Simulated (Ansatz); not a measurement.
# Work function of V(100): what the settings cost and change, part 2 of 2

Aim: the work function of V(100) across levels of theory at one geometry.

Ansatz 0.2.0; plane-wave DFT, PBE, Ansatz PAW (the session's first sound run).

So far, work function, upper face (eV): step 2 (slab, setting PBE, Ansatz PAW (420 eV)) 3.86; step 5 (RPBE) 3.71; step 6 (r2SCAN) 3.86; step 7 (PBE JTH) 3.85; step 8 (PBE norm-conserving) 3.86.

**9. Slab**

This step: plane-wave DFT, LDA, norm-conserving (Ansatz 0.2.0).

Input file input.yaml:

```yaml
crystal:
  lattice:
    - [3.02, 0.0, 0.0]
    - [0.0, 3.02, 0.0]
    - [0.0, 0.0, 27.06]
  atoms:
    - { symbol: V, position: [0.0, 0.0, 0.332594235] }
    - { symbol: V, position: [0.5, 0.5, 0.3883961567] }
    - { symbol: V, position: [0.0, 0.0, 0.4441980783] }
    - { symbol: V, position: [0.5, 0.5, 0.5] }
    - { symbol: V, position: [0.0, 0.0, 0.5558019217] }
    - { symbol: V, position: [0.5, 0.5, 0.6116038433] }
    - { symbol: V, position: [0.0, 0.0, 0.667405765] }
kpoints:
  mp_grid: { grid: [14, 14, 1] }
hamiltonian:
  xc: lda
  pseudopotentials: { kind: nc }
scf:
  occupations: { method: fermi_dirac, width: 0.1 }
  convergence: { dr2_threshold: 1.0e-09 }
efield:
  axis: 3
  dipole_correction: true
  ramp_position: 0.97
  ramp_width: 0.06
output:
  write_potential: true
  write_density: true
  volumetric_format: npy
```

Started as:

```
$ ansatz run input.yaml --threads 2 --pin off --max-ram 3072MiB --backend cpu --events-out ev --progress --plain --runs-dir out
```

Numbers of over 12 decimals in the logs are rounded to 6 here.

What it wrote:

```text
[...]
Crystal: 7 atoms, lattice volume = 246.798 Å³
Basis set: ecut = 1142.878222 eV, 21729 PW (Γ)
Bands: 55, of which v1, the nominal top of the filled ones, is band 46 counted from 1 (45 counted from 0)
Symmetry: 8 space group operations
k-points: 36 of 196
[...]
k-point 0: bands = [... 42 lower, 4.1479, 4.1792, 4.1792, 4.1868, 4.3001, 4.3001, 4.3096, 4.5330, ... 5 higher]
  k-point 1: bands = [... 42 lower, 4.0369, 4.0907, 4.1726, 4.1862, 4.2890, 4.3025, 4.3221, 4.5036, ... 5 higher]
  k-point 2: bands = [... 42 lower, 3.8289, 3.9112, 4.0208, 4.1048, 4.1411, 4.4834, 4.4948, 4.4959, ... 5 higher]
  k-point 35: bands = [... 42 lower, 2.8560, 3.4504, 3.4504, 4.3942, 4.3942, 5.4409, 5.4481, 5.9178, ... 5 higher]
[key lines of the parts left out:]
SCF converged after 14 iterations
Free energy (F): -14046.215083 eV
Fermi energy:    3.922960 eV
Dipole field:    D = 0.000002 V/Å  (p = 0.000002 e·Å, saw-weighted, corrected)
Work function:   Φ+ = 4.0953 eV   Φ− = 4.0953 eV
```

Elapsed: 4.8 min, on 2 threads of Intel Xeon 6975P-C (Granite Rapids), shared host; peak memory 2.2 GiB; 9.5 min of CPU time.

The work function is 4.095 eV, +0.239 eV from the run “PBE, Ansatz PAW (420 eV)”, at 6.6 times its CPU time.

**10. Slab, setting PBE, all layers relaxed**

This step: plane-wave DFT, PBE, Ansatz PAW (Ansatz 0.2.0).

Changes to input.yaml since step 9:

```diff
@@ -16,4 +16,3 @@
 hamiltonian:
-  xc: lda
-  pseudopotentials: { kind: nc }
+  xc: pbe
 scf:
@@ -26,2 +25,5 @@
   ramp_width: 0.06
+relax:
+  f_tol: 0.01
+  max_steps: 40
 output:
```

What it wrote:

```text
[...]
Crystal: 7 atoms, lattice volume = 246.798 Å³
Basis set: ecut = 420 eV, 4763 PW (Γ), exchange–correlation on 48×48×384 points (8 copies of the dense FFT grid, shifted against one another)
Bands: 55, of which v1, the nominal top of the filled ones, is band 46 counted from 1 (45 counted from 0)
Symmetry: 8 space group operations
k-points: 36 of 196
[...]
- { symbol: V, position: [1.5097995054580758e-17, 0, 0.341267] }
    - { symbol: V, position: [0.500000, 0.500000, 0.389103] }
    - { symbol: V, position: [9.191498645583708e-19, 0, 0.444726] }
    - { symbol: V, position: [0.500000, 0.500000, 0.500000] }
    - { symbol: V, position: [-9.191499306626842e-19, 0, 0.555274] }
    - { symbol: V, position: [0.500000, 0.500000, 0.610897] }
    - { symbol: V, position: [-1.5097994036783327e-17, 0, 0.658733] }
[key lines of the parts left out:]
SCF converged after 11 iterations
Free energy (F): -20384.257445 eV
Fermi energy:    4.185147 eV
Dipole field:    D = 0.000000 V/Å  (p = 0.000000 e·Å, saw-weighted, corrected)
Work function:   Φ+ = 3.7310 eV   Φ− = 3.7310 eV
```

Run time: 81 s. Hardware: 2 threads; peak memory 0.76 GiB; 2.7 min of CPU time.

The relaxation took 5 steps and lowered the energy by 0.26 eV; the largest force on the free atoms ends at 0.0081 eV/Å.

The work function is 3.731 eV, -0.126 eV from the run “PBE, Ansatz PAW (420 eV)”, at 1.8 times its CPU time.

**11. Comparing the runs**

Times are for 2 threads of Intel Xeon 6975P-C (Granite Rapids), shared host. The series side by side:

```
no.                         setting  work function, upper face (eV)     time  memory (GiB)
  1        PBE, Ansatz PAW (420 eV)                           3.857     46 s          0.83
  2        LDA, Ansatz PAW (420 eV)                           4.095     46 s          0.81
  3     PBEsol, Ansatz PAW (420 eV)                           3.933     51 s          0.83
  4       RPBE, Ansatz PAW (420 eV)                           3.713     45 s          0.81
  5     r2SCAN, Ansatz PAW (500 eV)                           3.864     89 s           1.3
  6          PBE, JTH PAW (1410 eV)                           3.854  5.8 min           2.6
  7  PBE, norm-conserving (1143 eV)                           3.858  4.7 min           2.3
  8  LDA, norm-conserving (1143 eV)                           4.095  4.8 min           2.2
  9         PBE, all layers relaxed                           3.731     81 s          0.76
```

**12. A changed input**

An input spoilt on purpose, to show how the run answers: it repeats the earlier run “PBE, Ansatz PAW (420 eV)” with efield.axis from 3 to 2, and scf.max_iter set to 60; its output block differs too.

Changes to input.yaml since step 10:

```diff
@@ -20,4 +20,5 @@
   convergence: { dr2_threshold: 1.0e-09 }
+  max_iter: 60
 efield:
-  axis: 3
+  axis: 2
   dipole_correction: true
@@ -25,5 +26,2 @@
   ramp_width: 0.06
-relax:
-  f_tol: 0.01
-  max_steps: 40
 output:
```

What it wrote:

```text
Engine: ansatz 0.2.0, x86_64-unknown-linux-gnu
Pseudopotentials: kind: paw
Pseudopotential: V, paw, valence charge 13, recommended cutoff 420 eV (normal), V.paw.azcp
Functional definition: PBE
  parameter kappa = 0.804
  parameter beta = 0.066725
  exchange = pbe_x(kappa = kappa, mu = beta*pi^2/3)
  correlation = pbe_c(beta = beta)
Crystal: 7 atoms, lattice volume = 246.798 Å³
Basis set: ecut = 420 eV, 4763 PW (Γ)
Bands: 55, of which v1, the nominal top of the filled ones, is band 46 counted from 1 (45 counted from 0)
Symmetry: 4 space group operations
k-points: 64 of 196 (time reversal used)
Non-local potential: V, projectors of the file, l = 0: 3, l = 1: 2, l = 2: 3, l = 3: 1
PAW form: soft (Blöchl's): semilocal exchange-correlation on the pseudo side does not see the compensation charge
PAW one-centre angular grid: V, 590 points (default); XC on 64 Gauss nodes
Initial density: superposition of atomic densities (neutral atoms: chi_scale 0, normalization atom), corrected by the library's trained network
Initial wavefunctions: pseudopotential atomic-orbital guess
Functional: x = pbe(κ = 0.804, μ = 0.219515), c = pbe(β = 0.066725)
Error: efield: ion 0 (V) at fractional coordinate 0.0000 along the field axis lies inside the sawtooth ramp with 2 of the planes that the density is read on at each end, [0.8867, 0.1133] — the ramp must sit in vacuum (an ion there feels the fictitious reversed slope); set or move the ramp (efield.ramp_position / ramp_width) or move the geometry
```

Elapsed: 0.32 s, on 2 threads; peak memory 0.57 GiB.

The input was rejected at the start.

The program's message: “Error: efield: ion 0 (V) at fractional coordinate 0.0000 along the field axis lies inside the sawtooth ramp with 2 of the planes that the density is read on at each end, [0.8867, 0.1133] — the ramp mu …”

The fault put into the input: the field along an axis without vacuum.

**13. Summary of results**

```
work function, PBE, Ansatz PAW (420 eV)    : 3.857 eV
work function, LDA, Ansatz PAW (420 eV)    : 4.095 eV
work function, RPBE, Ansatz PAW (420 eV)   : 3.713 eV
work function, r2SCAN, Ansatz PAW (500 eV) : 3.864 eV
work function, PBE, all layers relaxed     : 3.731 eV
```

PBE on the default files gives 3.86 eV, and the settings tried spread the value from 3.71 to 4.10 eV. At one geometry LDA lies 0.24 eV above PBE. The choice of pseudopotentials moves the PBE value by 0.004 eV. Relaxing the layers changes it by -0.126 eV. The ladder's slabs use the tabulated experimental lattice constant (two decimals; a low-temperature value for the alkali metals). The main runs have no spin polarisation; a magnetic state could lie lower and would change these results.

[Logs are printed without paths, hosts, clocks, repeated set-up lines and the standing remarks that a program may print on its own settings, such as how far it seeks lower states.]

[Hosts, paths, dates, database ids (printed as entryN), source tags and the programs' standing remarks are cut or masked in the printed files.]

[Maps of the electrostatic potential energy from Ansatz leave out the sawtooth potential of an applied field or a dipole correction, so their vacuum need not be flat; planar profiles and work functions include it.]
